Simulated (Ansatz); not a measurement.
# Quasiparticle gap of SrLi2SnS4 (I-42m)

Aim: the quasiparticle gap of SrLi2SnS4 (I-42m), starting from PBE.

Method: PBE, then G0W0 on it, plane waves, PAW, in Ansatz 0.2.0.

## 1. The starting structure

The structure is tetragonal, space group I-42m (No. 121). The conventional cell has a = 6.659 Å, b = 6.659 Å, c = 7.918 Å, α = 90.00°, β = 90.00°, γ = 90.00°. Nearest to Li lie 4 S at 2.47 Å. Nearest to Sr lie 8 S at 3.08 to 3.25 Å. Nearest to Sn lie 4 S at 2.37 Å. Nearest to S lie 1 Sn at 2.37 Å and 2 Li at 2.47 Å and 2 Sr at 3.08 to 3.25 Å. Farther neighbours and most contacts between anions are not listed.

The cell and positions come from the Crystallography Open Database and are kept as given unless a step says otherwise. The default PAW set here is soft_2. Its files were made with PBE.

## 2. The PBE band structure

Levels along a band path and on the mesh show where this functional puts the band edges.

This step: DFT, PBE, plane waves, PAW.

File input.yaml:

```yaml
crystal:
  lattice:
    - [-3.3295, 3.3295, 3.959]
    - [3.3295, -3.3295, 3.959]
    - [3.3295, 3.3295, -3.959]
  atoms:
    - { symbol: Li, position: [0.25, 0.75, 0.5] }
    - { symbol: Li, position: [0.75, 0.25, 0.5] }
    - { symbol: Sr, position: [0.5, 0.5, 0.0] }
    - { symbol: Sn, position: [0.0, 0.0, 0.0] }
    - { symbol: S, position: [0.03526, 0.03526, 0.4132] }
    - { symbol: S, position: [0.96474, 0.37794, 0.0] }
    - { symbol: S, position: [0.62206, 0.62206, 0.5868] }
    - { symbol: S, position: [0.37794, 0.96474, 0.0] }
kpoints:
  mp_grid: { grid: [6, 6, 6] }
  band_path:
    path:
      - [[0.0, 0.0, 0.0], [0.0, 0.0, 0.5], [0.25, 0.25, 0.25], [0.0, 0.5, 0.0], [0.0, 0.0, 0.0], [0.5, 0.5, -0.5], [0.42681823, 0.57318177, -0.42681823]]
      - [[-0.42681823, 0.42681823, 0.42681823], [0.0, 0.0, 0.0]]
      - [[0.0, 0.0, 0.5], [-0.35363646, 0.35363646, 0.5]]
      - [[0.5, 0.5, -0.35363646], [0.5, 0.5, -0.5]]
    npoints: 10
hamiltonian:
  xc: pbe
scf:
  occupations: { method: fermi_dirac, width: 0.02 }
  n_extra_bands: 6
output:
  eigenvalues: true
  write_density: true
  write_potential: true
  elf: true
  volumetric_format: npy
```

Command:

```sh
$ ansatz run input.yaml --threads 2 --pin off --max-ram 92160MiB --backend cuda --events-out ev --progress --plain --runs-dir out --devices 1 --max-vram 13GiB  # rebuilt from the run's record
```

Numbers of over 12 decimals in the logs are rounded to 6 here.

Log:

```text
scf.n_extra_bands = 6 over 27 filled bands (N_el = 54.0): the run solves 33 bands
GPUs: using 1 of 1 available (devices: 1).
Engine: ansatz 0.2.0, x86_64-unknown-linux-gnu
Pseudopotentials: kind: paw
Pseudopotential: Li, paw, valence charge 3, recommended cutoff 420 eV (normal), Li.paw.azcp
Pseudopotential: Sr, paw, valence charge 10, recommended cutoff 420 eV (normal), Sr.paw.azcp
Pseudopotential: Sn, paw, valence charge 14, recommended cutoff 420 eV (normal), Sn.paw.azcp
Pseudopotential: S, paw, valence charge 6, recommended cutoff 420 eV (normal), S.paw.azcp
Functional definition: PBE
  parameter kappa = 0.804
  parameter beta = 0.066725
  exchange = pbe_x(kappa = kappa, mu = beta*pi^2/3)
  correlation = pbe_c(beta = beta)
device memory: the entry about to start is reckoned to put 2.6 GiB on a device that reports 40.9 GiB free (of which the cap on the GPU budget leaves the run 13.0 GiB)
GPU FFT provider: cuFFT
GPU libraries: cuBLAS 13.8.2, cuFFT 12.4.0, cuSOLVER 12.3.4
Crystal: 8 atoms, lattice volume = 175.551 Å³
Basis set: ecut = 420 eV, 3445 PW (Γ)
Bands: 33, of which v1, the nominal top of the filled ones, is band 27 counted from 1 (26 counted from 0)
Symmetry: 8 space group operations
Space group: I-42m (ITA 121), of the structure as read, at distance tolerance 5.6e-5 Å
k-points: 30 of 216 (time reversal used)
Non-local potential: Li, projectors of the file, l = 0: 3, l = 1: 2, l = 2: 1
Non-local potential: Sr, projectors of the file, l = 0: 3, l = 1: 2, l = 2: 2
Non-local potential: Sn, projectors of the file, l = 0: 2, l = 1: 2, l = 2: 2, l = 3: 2
Non-local potential: S, projectors of the file, l = 0: 2, l = 1: 2, l = 2: 2
PAW form: soft (Blöchl's): semilocal exchange-correlation on the pseudo side does not see the compensation charge
PAW one-centre angular grid: Li, 110 points (default); XC on 64 Gauss nodes
PAW one-centre angular grid: Sr, 110 points (default); XC on 64 Gauss nodes
PAW one-centre angular grid: Sn, 590 points (default); XC on 64 Gauss nodes
PAW one-centre angular grid: S, 110 points (default); XC on 64 Gauss nodes
Initial density: superposition of atomic densities (neutral atoms: chi_scale 0, normalization atom), corrected by the library's trained network
Initial wavefunctions: pseudopotential atomic-orbital guess
GPU buffer pool allocated for 91125 grid points (all kernels)
GPU transforms: local potential and band sums: pruned to the plane-wave sphere, on 45×45×45
Functional: x = pbe(κ = 0.804, μ = 0.219515), c = pbe(β = 0.066725)
SCF iter   1: F=—  HF=-13595.930000 eV  |F-HF|=—  |Δ(HF+E_count)|=         —  Δρ=8.60e-4  dr2=1.17e-3  ethr=1.77e-3  ⟨swp⟩=9.5  Hψ=5784  notcnv=0
preconditioner: auto → Resta (q_TF=auto, 2.242 Å⁻¹)  ε∞=3.5  [insulator: Δε(μ)=2.669 eV  Ē_g=10.823 eV  σ=0.020 eV  W_gap=1.00  n_scr=26 (ndim 8)  ℏωp=17.3 eV  f_vac=0.016  D(μ)=0.00/eV (n_scr^D=0)  ε∞_Penn≈3.5]
SCF iter   2: F=—  HF=-13595.930676 eV  |F-HF|=—  |Δ(HF+E_count)|=   6.76e-4  Δρ=4.56e-4  dr2=2.51e-4  ethr=2.17e-6  ⟨swp⟩=3.0  Hψ=2510  notcnv=0  defer=57
SCF iter   3: F=—  HF=-13595.930845 eV  |F-HF|=—  |Δ(HF+E_count)|=   1.69e-4  Δρ=2.75e-4  dr2=8.38e-5  ethr=4.66e-7  ⟨swp⟩=2.0  Hψ=1503  notcnv=0  defer=57
SCF iter   4: F=—  HF=-13595.931197 eV  |F-HF|=—  |Δ(HF+E_count)|=   3.52e-4  Δρ=7.07e-5  dr2=9.05e-6  ethr=1.55e-7  ⟨swp⟩=2.0  Hψ=1695  notcnv=0  defer=57
SCF iter   5: F=—  HF=-13595.931195 eV  |F-HF|=—  |Δ(HF+E_count)|=   1.57e-6  Δρ=2.03e-5  dr2=1.09e-6  ethr=1.68e-8  ⟨swp⟩=2.0  Hψ=1537  notcnv=0  defer=57
SCF iter   6: F=—  HF=-13595.931195 eV  |F-HF|=—  |Δ(HF+E_count)|=   8.07e-8  Δρ=7.47e-6  dr2=1.12e-7  ethr=2.01e-9  ⟨swp⟩=2.0  Hψ=1625  notcnv=0  defer=57
SCF iter   7: F=-13595.931195 eV  HF=-13595.931195 eV  |F-HF|=3.84e-9  |Δ(HF+E_count)|=   1.08e-8  Δρ=1.47e-6  dr2=6.79e-9  ethr=1.85e-10  ⟨swp⟩=8.3  Hψ=3448  notcnv=0
SCF 1 converged in 7 iterations: F = -13595.931195 eV  dr2 = 6.79e-9
  greatest PAW one-centre occupation: 1.000 electrons in one spin orbital (limit 2), on the Li atom at site 1 (counted from 0), in its partial waves of l = 0
device memory: the entry about to start is reckoned to put 1.9 GiB on a device that reports 47.4 GiB free (of which the cap on the GPU budget leaves the run 13.0 GiB)
NSCF: frozen V_eff on 94 k-points
SCF converged after 7 iterations
Free energy (F): -13595.931195 eV
Harris-Foulkes:  -13595.931195 eV  (|F-HF|=3.84e-9)
Internal energy: -13595.931195 eV  (E = F + TS)
E sigma→0 (E₀):  -13595.931195 eV
Fermi energy:    6.384310 eV
--- Per-component energies (eV) ---
  E_band       = -421.799633
  E_kinetic    = 907.309904
  E_local      = -2750.249421  (includes V_loc(G=0)·N_el)
  E_nonlocal   = 218.750018
  E_hartree    = 1145.237255
  E_xc         = -967.606003
  E_vxc        = -638.253080  (∫ρ·V_xc dr)
  E_paw        = -9279.958045  (= ΣΔE_a)
  E_vpaw       = -449.829421  (= ΣTr[D̂ρ^β])
  E_aug_tail   = 0.000042  (compensation charges beyond the density's cutoff)
  E_ewald      = -2869.414945
  E_smearing   = -0.000000  (= −TS)
  E_closure    = 0.000000  (closes the sum)
  Σ components = -13595.931195   (vs F -13595.931195, Δ=0.00e0)
--- Band table (eV; the first three rows and the last of 30) ---
  k-point 0: bands = [... 23 lower, 4.0762, 4.5914, 4.6736, 4.6736, 7.7472, 8.9843, 9.7274, 10.1199, ... 2 higher]
  k-point 1: bands = [... 23 lower, 4.2522, 4.3495, 4.5217, 4.5455, 7.9932, 8.9411, 9.3548, 10.0382, ... 2 higher]
  k-point 2: bands = [... 23 lower, 4.0453, 4.1591, 4.3100, 4.5461, 8.0940, 9.0922, 9.4290, 9.7118, ... 2 higher]
  k-point 29: bands = [... 23 lower, 3.3064, 4.5728, 4.5728, 5.0506, 7.7232, 9.2158, 9.2158, 9.5539, ... 2 higher]
```

Run time: 10 s. Hardware: 1 × NVIDIA H100 80GB HBM3 (shared by 6 runs) with 2 threads of AMD EPYC 7R13 (Zen 3), shared host; peak memory 1 GiB; 13 s of CPU time.

Reading the cycles: dr2 is the Hartree energy of the density residual (eV), the measure of convergence; HF is the Harris–Foulkes estimate of the energy, which meets the free energy F at convergence.

Numbers from this step:

| Item | Value |
| --- | --- |
| filled bands | 27 |
| gap | 2.673 eV |
| valence top at | M |
| conduction bottom at | M |
| least direct gap | 2.673 eV |

Over mesh and path the gap is 2.673 eV, direct, at k = (0.500, 0.500, -0.500).

Electronic bands along the path, in eV, zero at the top of the highest nominally filled band:

```tsv
point	band 24	band 25	band 26	band 27	band 28	band 29	band 30	band 31
Γ	-0.97	-0.46	-0.38	-0.38	2.70	3.93	4.68	5.07
halfway	-0.82	-0.81	-0.59	-0.56	3.02	3.91	4.24	4.88
X	-1.29	-1.08	-1.04	-0.51	3.16	4.34	4.65	4.80
halfway	-1.30	-1.02	-0.99	-0.61	3.07	4.29	4.36	4.79
P	-1.33	-0.95	-0.85	-0.85	3.05	4.02	4.67	4.67
halfway	-1.12	-0.87	-0.82	-0.55	2.97	3.95	4.79	4.84
N	-1.22	-0.90	-0.66	-0.48	3.04	3.82	4.84	4.98
halfway	-1.15	-0.67	-0.50	-0.43	2.96	4.08	4.48	4.86
Γ	-0.97	-0.46	-0.38	-0.38	2.70	3.93	4.68	5.07
halfway	-1.16	-0.54	-0.54	-0.36	3.17	4.65	4.70	5.08
M	-1.74	-0.48	-0.48	0.00	2.67	4.17	4.17	4.50
halfway	-1.65	-0.49	-0.48	-0.03	2.70	4.18	4.18	4.51
S	-1.49	-0.54	-0.49	-0.10	2.78	4.20	4.21	4.56
jump to S0	-1.49	-0.54	-0.49	-0.10	2.78	4.20	4.21	4.56
halfway	-0.87	-0.67	-0.65	-0.49	2.87	4.11	4.37	4.39
Γ	-0.97	-0.46	-0.38	-0.38	2.70	3.93	4.68	5.07
jump to X	-1.29	-1.08	-1.04	-0.51	3.16	4.34	4.65	4.80
halfway	-1.13	-0.95	-0.73	-0.59	3.13	4.33	4.42	5.01
R	-1.42	-0.57	-0.53	-0.20	2.86	4.28	4.28	4.54
jump to G	-1.42	-0.57	-0.53	-0.20	2.86	4.28	4.28	4.54
halfway	-1.60	-0.50	-0.49	-0.05	2.73	4.19	4.20	4.52
M	-1.74	-0.48	-0.48	0.00	2.67	4.17	4.17	4.50
```

Electrostatic potential energy in the ac plane of the conventional cell at fractional y = 0.000, with atoms of Li and Sr and Sn within 0.2 Å of it. With pseudopotentials it is smooth inside the atoms' cores, unlike the true potential.

Ten even steps from '_' (-44 eV) to '@' (10 eV), each cell a mean:
```
@@@@++##@@@@@@@@@@@@@@@@@@@@@@%%**##@@
##****%%@@@@@@@@@@@@@@@@@@@@@@@@##**##
**##%%@@@@@@@@@@@@@@@@@@@@@@@@@@%%##**
%%@@@@@@@@@@@@@@%%####%%@@@@@@@@@@@@%%
@@@@@@@@@@@@@@%%++--==##@@@@@@@@@@@@@@
@@@@@@@@@@@@@@%%++::--**@@@@@@@@@@@@@@
@@@@@@@@@@@@@@%%**++++%%@@@@@@@@@@@@@@
##%%%%@@@@@@@@@@%%%%%%@@@@@@@@@@@@%%%%
--++##%%@@@@@@@@@@@@@@@@@@@@@@@@%%**==
____++%%@@@@@@@@@@@@@@@@@@@@@@%%##::__
____--##@@@@@@@@@@@@@@@@@@@@@@%%**____
____--##@@@@@@@@@@@@@@@@@@@@@@%%**..__
__::**%%@@@@@@@@@@@@@@@@@@@@@@@@##==..
**##%%@@@@@@@@@@@@@@@@@@@@@@@@@@%%##**
%%%%@@@@@@@@@@@@%%####%%@@@@@@@@@@@@%%
@@@@@@@@@@@@@@%%++--==##@@@@@@@@@@@@@@
@@@@@@@@@@@@@@%%++::--**@@@@@@@@@@@@@@
@@@@@@@@@@@@@@%%**++++%%@@@@@@@@@@@@@@
##%%@@@@@@@@@@@@%%%%%%@@@@@@@@@@@@%%%%
****##@@@@@@@@@@@@@@@@@@@@@@@@@@%%****
@@##**%%@@@@@@@@@@@@@@@@@@@@@@@@##**%%
@@@@**##@@@@@@@@@@@@@@@@@@@@@@%%**##@@
```
Columns run along a (6.7 Å; values clipped at the 3rd and 97th percentile), rows up along c (7.9 Å), edges of the conventional cell, whose origin can differ from the input's. Atoms in or near the plane, at fractional coordinates: Li at (0.50, 0.25), Li at (0.50, 0.75), Sr at (0.00, 0.50), Sn at (0.00, 0.00).

ELF in the ac plane of the conventional cell at fractional y = 0.000, with atoms of Li and Sr and Sn within 0.2 Å of it. It is the smooth field of the valence electrons, not physical close to the nuclei.

Values, 12 rows by 16 columns, each cell a mean:
```
0.08 0.18 0.27 0.26 0.19 0.13 0.07 0.03 0.02 0.05 0.10 0.15 0.23 0.27 0.24 0.11
0.24 0.29 0.40 0.46 0.44 0.34 0.12 0.04 0.04 0.06 0.26 0.41 0.46 0.43 0.32 0.25
0.13 0.22 0.37 0.42 0.37 0.22 0.11 0.67 0.83 0.27 0.13 0.33 0.41 0.40 0.28 0.16
0.06 0.06 0.12 0.15 0.14 0.09 0.06 0.48 0.63 0.19 0.06 0.13 0.16 0.15 0.09 0.07
0.69 0.54 0.19 0.04 0.06 0.08 0.05 0.02 0.01 0.03 0.07 0.07 0.05 0.10 0.42 0.65
0.42 0.79 0.65 0.13 0.02 0.03 0.03 0.02 0.02 0.02 0.03 0.03 0.05 0.42 0.82 0.57
0.59 0.80 0.57 0.10 0.03 0.04 0.04 0.02 0.02 0.03 0.04 0.03 0.04 0.34 0.80 0.70
0.51 0.35 0.11 0.05 0.07 0.08 0.04 0.04 0.05 0.03 0.07 0.08 0.06 0.06 0.25 0.47
0.05 0.09 0.18 0.21 0.18 0.09 0.10 0.67 0.83 0.27 0.06 0.16 0.21 0.22 0.13 0.06
0.17 0.27 0.41 0.46 0.42 0.26 0.07 0.47 0.63 0.19 0.16 0.38 0.46 0.44 0.32 0.20
0.24 0.28 0.37 0.42 0.39 0.31 0.12 0.02 0.01 0.06 0.24 0.36 0.41 0.40 0.31 0.24
0.03 0.15 0.26 0.23 0.14 0.08 0.05 0.02 0.02 0.03 0.06 0.10 0.19 0.25 0.22 0.06
```
Columns run along a (6.7 Å), rows up along c (7.9 Å), edges of the conventional cell, whose origin can differ from the input's. Atoms in or near the plane, at fractional coordinates: Li at (0.50, 0.25), Li at (0.50, 0.75), Sr at (0.00, 0.50), Sn at (0.00, 0.00).

[end of part 1 of 2]

[Paths, hosts, dates, memory and timing lines, banners, echoed tables and standing remarks are left out of the program output.]

[Logs are printed without paths, hosts, clocks, repeated set-up lines and the standing remarks that a program may print on its own settings, such as how far it seeks lower states.]

[Runs of the session that timed out or met a known fault of the program may be left out.]

[Cells called generated may have been cut or substituted from an entry of the Crystallography Open Database or the Materials Project.]

[Hosts, paths, dates, database ids (printed as entryN), source tags and the programs' standing remarks are cut or masked in the printed files.]

[Where an RPA ε∞ is given, it is that of the G0W0 mesh and is not shown converged in it. Names of k-points follow the symmetry that the program found, which can be lower than the space group named. Band edges on a path are those of the sampled points; other points can move an edge, and change direct to indirect where valleys lie close.]

[Hybrid gaps are those of their k-mesh and are not shown converged in it.]
